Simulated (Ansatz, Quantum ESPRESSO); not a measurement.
# Cu(111) with two intrinsic faults two layers apart (four hcp-stacked layers): ballistic transmission, part 2 of 3

Aim: the zero-bias transmission with pwcond for this junction: Cu(111) with two intrinsic faults two layers apart (four hcp-stacked layers).

Quantum ESPRESSO 7.5; plane-wave DFT, PBE, GBRV ultrasoft pseudopotentials; cross-check by Ansatz 0.2.0 with PAW datasets.

So far. Step 2 (SCF with pw.x): The run needed 13 iterations to bring the estimated error under 1e-07 Ry; the largest force on any atom, held or free, is 0.04 eV/Å.

### 3. Transmission with pwcond.x

Level of this step: transmission by pwcond, lead and junction from one cell; plane-wave DFT, PBE, GBRV ultrasoft pseudopotentials (Quantum ESPRESSO).

prefixt takes both regions from one run: the lead from 0 to bdl, the scattering region from bdl to bds (units of alat). ikind = 1 puts the same lead on both sides. The program's T_tot counts both spins in a run without spin; the tables below give T per spin.

cond.in

```
&inputcond
  outdir = './out'
  prefixt = 'scf'
  tran_file = 'cond.dat'
  bdl = 2.4494897430
  bds = 13.0639452958
  ikind = 1
  ewind = 4.0
  epsproj = 1e-05
  nz1 = 7
  energy0 = 0.4
  denergy = -0.4
/
10
  0.00000000 0.00000000 0.01562500
  0.00000000 0.12500000 0.09375000
  0.00000000 0.25000000 0.09375000
  0.00000000 0.37500000 0.09375000
  0.00000000 0.50000000 0.04687500
  0.12500000 0.25000000 0.09375000
  0.12500000 0.37500000 0.18750000
  0.12500000 0.50000000 0.18750000
  0.25000000 0.50000000 0.09375000
  0.25000000 0.62500000 0.09375000
3
```

The run is started by

```bash
> OMP_NUM_THREADS=1 mpirun -n 4 pwcond.x -in cond.in > cond.out
```

The program printed:

```text
[banner, memory and clock lines left out]
Program PWCOND v.7.5 starts

          URL

     ./out/scf.save/

     IMPORTANT: XC functional enforced from input :
     Exchange-correlation= PBE
                           (   1   4   3   4   0   0   0)
     Any further DFT definition will be discarded
     Please, verify this is what you really want

     Check: negative core charge=   -0.000002
     Reading collected, re-writing distributed wavefunctions

===== INPUT FILE containing all the regions =====

     GEOMETRY:

     lattice parameter (alat)  =       4.8639  a.u.
     the volume                =    1301.8494 (a.u.)^3
     the cross section         =      20.4881 (a.u.)^2
     l of the unit cell        =      13.0639 (alat)
     number of atoms/cell      =           16
     number of atomic types    =            1

     crystal axes: (cart. coord. in units of alat)
               a(1) = (  1.0000  0.0000  0.0000 )
               a(2) = (  0.5000  0.8660  0.0000 )
               a(3) = (  0.0000  0.0000 13.0639 )

   Cartesian axes

     site n.     atom                  positions (alat units)
          1        Cu     tau(  1)=(  0.0000  0.0000 13.0639  )
          2        Cu     tau(  2)=(  0.5000  0.2887  0.8165  )
          3        Cu     tau(  3)=(  1.0000  0.5774  1.6330  )
          4        Cu     tau(  4)=(  0.0000  0.0000  2.4495  )
          5        Cu     tau(  5)=(  0.5000  0.2887  3.2660  )
          6        Cu     tau(  6)=(  1.0000  0.5774  4.0825  )
          7        Cu     tau(  7)=(  0.5000  0.2887  4.8990  )
          8        Cu     tau(  8)=(  1.0000  0.5774  5.7155  )
          9        Cu     tau(  9)=(  0.5000  0.2887  6.5320  )
         10        Cu     tau( 10)=(  1.0000  0.5774  7.3485  )
         11        Cu     tau( 11)=(  0.0000  0.0000  8.1650  )
         12        Cu     tau( 12)=(  0.5000  0.2887  8.9815  )
         13        Cu     tau( 13)=(  1.0000  0.5774  9.7980  )
         14        Cu     tau( 14)=(  0.0000  0.0000 10.6145  )
         15        Cu     tau( 15)=(  0.5000  0.2887 11.4310  )
         16        Cu     tau( 16)=(  1.0000  0.5774 12.2474  )

     nr1s                      =           20
     nr2s                      =           20
     nr3s                      =          256
     nr1sx                     =           20
     nr2sx                     =           20
     nr3sx                     =          256
     nr1                       =           24
     nr2                       =           24
     nr3                       =          288
     nr1x                      =           24
     nr2x                      =           24
     nr3x                      =          288

 _______________________________
  Radii of nonlocal spheres:

     type       ibeta     ang. mom.          radius (alat units)
       Cu         1         0                    0.3212
       Cu         2         0                    0.3212
       Cu         3         1                    0.3212
       Cu         4         1                    0.3212
       Cu         5         2                    0.3212
       Cu         6         2                    0.3212
----- General information -----

--- T calc. with identical leads (ikind=1) ---

     nrx                       =           20
     nry                       =           20
     nz1                       =            7

     energy0               =         4.0E-01
     denergy               =        -4.0E-01
     nenergy               =          3
     ecut2d                =         4.0E+01
     ewind                 =         4.0E+00
     epsproj               =         1.0E-05

     number of k_|| points=   10
                       cryst. coord.
        k(    1) = (   0.0000000   0.0000000), wk =   0.0156250
        k(    2) = (   0.0000000   0.1250000), wk =   0.0937500
        k(    3) = (   0.0000000   0.2500000), wk =   0.0937500
        k(    4) = (   0.0000000   0.3750000), wk =   0.0937500
        k(    5) = (   0.0000000   0.5000000), wk =   0.0468750
        k(    6) = (   0.1250000   0.2500000), wk =   0.0937500
        k(    7) = (   0.1250000   0.3750000), wk =   0.1875000
        k(    8) = (   0.1250000   0.5000000), wk =   0.1875000
        k(    9) = (   0.2500000   0.5000000), wk =   0.0937500
        k(   10) = (   0.2500000   0.6250000), wk =   0.0937500
----- Information about left/right lead -----

     nocros                   =           18
     noins                    =           36
     norb                     =           72
     norbf                    =          252
     nrz                      =           48

      iorb      type   ibeta   ang. mom.   m       position (alat)
        1        1       1        0        1   taunew(   1)=(  0.0000  0.0000  0.0000)
        2        1       2        0        1   taunew(   2)=(  0.0000  0.0000  0.0000)
        3        1       3        1        1   taunew(   3)=(  0.0000  0.0000  0.0000)
        4        1       3        1        2   taunew(   4)=(  0.0000  0.0000  0.0000)
        5        1       3        1        3   taunew(   5)=(  0.0000  0.0000  0.0000)
        6        1       4        1        1   taunew(   6)=(  0.0000  0.0000  0.0000)
        7        1       4        1        2   taunew(   7)=(  0.0000  0.0000  0.0000)
        8        1       4        1        3   taunew(   8)=(  0.0000  0.0000  0.0000)
        9        1       5        2        1   taunew(   9)=(  0.0000  0.0000  0.0000)
       10        1       5        2        2   taunew(  10)=(  0.0000  0.0000  0.0000)
       11        1       5        2        3   taunew(  11)=(  0.0000  0.0000  0.0000)
       12        1       5        2        4   taunew(  12)=(  0.0000  0.0000  0.0000)
       13        1       5        2        5   taunew(  13)=(  0.0000  0.0000  0.0000)
       14        1       6        2        1   taunew(  14)=(  0.0000  0.0000  0.0000)
       15        1       6        2        2   taunew(  15)=(  0.0000  0.0000  0.0000)
       16        1       6        2        3   taunew(  16)=(  0.0000  0.0000  0.0000)
       17        1       6        2        4   taunew(  17)=(  0.0000  0.0000  0.0000)
       18        1       6        2        5   taunew(  18)=(  0.0000  0.0000  0.0000)
       19        1       1        0        1   taunew(  19)=(  0.5000  0.2887  0.8165)
       20        1       2        0        1   taunew(  20)=(  0.5000  0.2887  0.8165)
       21        1       3        1        1   taunew(  21)=(  0.5000  0.2887  0.8165)
       22        1       3        1        2   taunew(  22)=(  0.5000  0.2887  0.8165)
       23        1       3        1        3   taunew(  23)=(  0.5000  0.2887  0.8165)
[...]
188        1       4        1        3   taunew( 188)=(  0.0000  0.0000  8.1650)
      189        1       5        2        1   taunew( 189)=(  0.0000  0.0000  8.1650)
      190        1       5        2        2   taunew( 190)=(  0.0000  0.0000  8.1650)
      191        1       5        2        3   taunew( 191)=(  0.0000  0.0000  8.1650)
      192        1       5        2        4   taunew( 192)=(  0.0000  0.0000  8.1650)
      193        1       5        2        5   taunew( 193)=(  0.0000  0.0000  8.1650)
      194        1       6        2        1   taunew( 194)=(  0.0000  0.0000  8.1650)
      195        1       6        2        2   taunew( 195)=(  0.0000  0.0000  8.1650)
      196        1       6        2        3   taunew( 196)=(  0.0000  0.0000  8.1650)
      197        1       6        2        4   taunew( 197)=(  0.0000  0.0000  8.1650)
      198        1       6        2        5   taunew( 198)=(  0.0000  0.0000  8.1650)
      199        1       1        0        1   taunew( 199)=(  0.5000  0.2887  8.9815)
      200        1       2        0        1   taunew( 200)=(  0.5000  0.2887  8.9815)
      201        1       3        1        1   taunew( 201)=(  0.5000  0.2887  8.9815)
      202        1       3        1        2   taunew( 202)=(  0.5000  0.2887  8.9815)
      203        1       3        1        3   taunew( 203)=(  0.5000  0.2887  8.9815)
      204        1       4        1        1   taunew( 204)=(  0.5000  0.2887  8.9815)
      205        1       4        1        2   taunew( 205)=(  0.5000  0.2887  8.9815)
      206        1       4        1        3   taunew( 206)=(  0.5000  0.2887  8.9815)
      207        1       5        2        1   taunew( 207)=(  0.5000  0.2887  8.9815)
      208        1       5        2        2   taunew( 208)=(  0.5000  0.2887  8.9815)
      209        1       5        2        3   taunew( 209)=(  0.5000  0.2887  8.9815)
      210        1       5        2        4   taunew( 210)=(  0.5000  0.2887  8.9815)
      211        1       5        2        5   taunew( 211)=(  0.5000  0.2887  8.9815)
      212        1       6        2        1   taunew( 212)=(  0.5000  0.2887  8.9815)
      213        1       6        2        2   taunew( 213)=(  0.5000  0.2887  8.9815)
      214        1       6        2        3   taunew( 214)=(  0.5000  0.2887  8.9815)
      215        1       6        2        4   taunew( 215)=(  0.5000  0.2887  8.9815)
      216        1       6        2        5   taunew( 216)=(  0.5000  0.2887  8.9815)
      217        1       1        0        1   taunew( 217)=(  1.0000  0.5774  9.7980)
      218        1       2        0        1   taunew( 218)=(  1.0000  0.5774  9.7980)
      219        1       3        1        1   taunew( 219)=(  1.0000  0.5774  9.7980)
      220        1       3        1        2   taunew( 220)=(  1.0000  0.5774  9.7980)
      221        1       3        1        3   taunew( 221)=(  1.0000  0.5774  9.7980)
      222        1       4        1        1   taunew( 222)=(  1.0000  0.5774  9.7980)
      223        1       4        1        2   taunew( 223)=(  1.0000  0.5774  9.7980)
      224        1       4        1        3   taunew( 224)=(  1.0000  0.5774  9.7980)
      225        1       5        2        1   taunew( 225)=(  1.0000  0.5774  9.7980)
      226        1       5        2        2   taunew( 226)=(  1.0000  0.5774  9.7980)
      227        1       5        2        3   taunew( 227)=(  1.0000  0.5774  9.7980)
      228        1       5        2        4   taunew( 228)=(  1.0000  0.5774  9.7980)
      229        1       5        2        5   taunew( 229)=(  1.0000  0.5774  9.7980)
      230        1       6        2        1   taunew( 230)=(  1.0000  0.5774  9.7980)
      231        1       6        2        2   taunew( 231)=(  1.0000  0.5774  9.7980)
      232        1       6        2        3   taunew( 232)=(  1.0000  0.5774  9.7980)
      233        1       6        2        4   taunew( 233)=(  1.0000  0.5774  9.7980)
      234        1       6        2        5   taunew( 234)=(  1.0000  0.5774  9.7980)
      235        1       1        0        1   taunew( 235)=(  0.0000  0.0000 10.6145)
      236        1       2        0        1   taunew( 236)=(  0.0000  0.0000 10.6145)
      237        1       3        1        1   taunew( 237)=(  0.0000  0.0000 10.6145)
      238        1       3        1        2   taunew( 238)=(  0.0000  0.0000 10.6145)
      239        1       3        1        3   taunew( 239)=(  0.0000  0.0000 10.6145)
      240        1       4        1        1   taunew( 240)=(  0.0000  0.0000 10.6145)
      241        1       4        1        2   taunew( 241)=(  0.0000  0.0000 10.6145)
      242        1       4        1        3   taunew( 242)=(  0.0000  0.0000 10.6145)
      243        1       5        2        1   taunew( 243)=(  0.0000  0.0000 10.6145)
      244        1       5        2        2   taunew( 244)=(  0.0000  0.0000 10.6145)
      245        1       5        2        3   taunew( 245)=(  0.0000  0.0000 10.6145)
      246        1       5        2        4   taunew( 246)=(  0.0000  0.0000 10.6145)
      247        1       5        2        5   taunew( 247)=(  0.0000  0.0000 10.6145)
      248        1       6        2        1   taunew( 248)=(  0.0000  0.0000 10.6145)
      249        1       6        2        2   taunew( 249)=(  0.0000  0.0000 10.6145)
      250        1       6        2        3   taunew( 250)=(  0.0000  0.0000 10.6145)
      251        1       6        2        4   taunew( 251)=(  0.0000  0.0000 10.6145)
      252        1       6        2        5   taunew( 252)=(  0.0000  0.0000 10.6145)
 ngper, shell number =           61           9
 ngper, n2d =           61          56
---  E-Ef =    0.4000000  k =    0.0000000   0.0000000
---  ie =          1  ik =          1
 Nchannels of the left tip =            0
 Right moving states:
   k1(2pi/a)   k2(2pi/a)   E-Ef (eV)
 Left moving states:
   k1(2pi/a)   k2(2pi/a)   E-Ef (eV)

 to transmit
          E-Ef(ev), T =    0.4000000   0.0000000
---  E-Ef =    0.0000000  k =    0.0000000   0.0000000
---  ie =          2  ik =          1
 Nchannels of the left tip =            0
 Right moving states:
   k1(2pi/a)   k2(2pi/a)   E-Ef (eV)
 Left moving states:
   k1(2pi/a)   k2(2pi/a)   E-Ef (eV)

 to transmit
          E-Ef(ev), T =    0.0000000   0.0000000
---  E-Ef =   -0.4000000  k =    0.0000000   0.0000000
---  ie =          3  ik =          1
 Nchannels of the left tip =            0
 Right moving states:
   k1(2pi/a)   k2(2pi/a)   E-Ef (eV)
 Left moving states:
   k1(2pi/a)   k2(2pi/a)   E-Ef (eV)

 to transmit
          E-Ef(ev), T =   -0.4000000   0.0000000
 ngper, shell number =           61          34
 ngper, n2d =           61          61
[... further energies and points left out ...]
---  E-Ef =    0.4000000  k =    0.2500000   0.6250000
---  ie =          1  ik =         10
 Nchannels of the left tip =            0
 Right moving states:
   k1(2pi/a)   k2(2pi/a)   E-Ef (eV)
 Left moving states:
   k1(2pi/a)   k2(2pi/a)   E-Ef (eV)

 to transmit
          E-Ef(ev), T =    0.4000000   0.0000000
---  E-Ef =    0.0000000  k =    0.2500000   0.6250000
---  ie =          2  ik =         10
 Nchannels of the left tip =            0
 Right moving states:
   k1(2pi/a)   k2(2pi/a)   E-Ef (eV)
 Left moving states:
   k1(2pi/a)   k2(2pi/a)   E-Ef (eV)

 to transmit
          E-Ef(ev), T =    0.0000000   0.0000000
---  E-Ef =   -0.4000000  k =    0.2500000   0.6250000
---  ie =          3  ik =         10
 Nchannels of the left tip =            0
 Right moving states:
   k1(2pi/a)   k2(2pi/a)   E-Ef (eV)
 Left moving states:
   k1(2pi/a)   k2(2pi/a)   E-Ef (eV)

 to transmit
          E-Ef(ev), T =   -0.4000000   0.0000000
   T_tot     0.40000      0.17710E+01
   T_tot     0.00000      0.17151E+01
   T_tot    -0.40000      0.11606E+01

Note: The following floating-point exceptions are signalling: IEEE_UNDERFLOW_FLAG
Note: The following floating-point exceptions are signalling: IEEE_UNDERFLOW_FLAG
Note: The following floating-point exceptions are signalling: IEEE_UNDERFLOW_FLAG
Note: The following floating-point exceptions are signalling: IEEE_UNDERFLOW_FLAG
```

Elapsed: 29 s, on 4 MPI ranks of Arm Neoverse V1, shared host; peak memory 0.25 GiB.

Read from the output:

- lead channels at the Fermi level, one spin: 0.8906
- transmission at the Fermi level, one spin: 0.8576
- conductance: 0.8576 G₀

Per spin; mean over the k mesh across the current. Table of open channels, zone mean by energy, zero at the Fermi level:

```
energy (eV)  open channels, zone mean
     -0.400                     0.797
      0.000                     0.891
      0.400                     0.891
```

Per spin; mean over the k mesh across the current. Transmission, zone mean against energy, zero at the Fermi level:

```
energy (eV)  transmission, zone mean
     -0.400                    0.580
      0.000                    0.858
      0.400                    0.886
```

At 0.000 eV; k in fractions of b1, b2. Transmission by k point:

```
   k1     k2   weight       t  channels
    0      0  0.01562       0         0
    0  0.125  0.09375  0.9989         1
    0   0.25  0.09375       1         1
    0  0.375  0.09375  0.9999         1
    0    0.5  0.04688  0.5777         1
0.125   0.25  0.09375       1         1
0.125  0.375   0.1875  0.9998         1
0.125    0.5   0.1875  0.9805         1
 0.25    0.5  0.09375   0.899         1
 0.25  0.625  0.09375       0         0
```

The program's own clock; routines nest. Time by routine:

```
     routine  wall time (s)  calls
      PWCOND          28.56      1
scatter_forw          23.39     60
      compbs           2.06     30
    compbs_2           1.71     30
       local           1.48     10
        init           0.49      1
       poten           0.04      1
```

At no point does T exceed the number of channels.

[end of part 2 of 3]

[Logs are printed without paths, hosts, clocks, repeated set-up lines and the standing remarks that a program may print on its own settings, such as how far it seeks lower states.]

[Hosts, paths, dates, database ids (printed as entryN), source tags and the programs' standing remarks are cut or masked in the printed files.]

[Maps of the electrostatic potential energy from Ansatz leave out the sawtooth potential of an applied field or a dipole correction, so their vacuum need not be flat; planar profiles and work functions include it.]
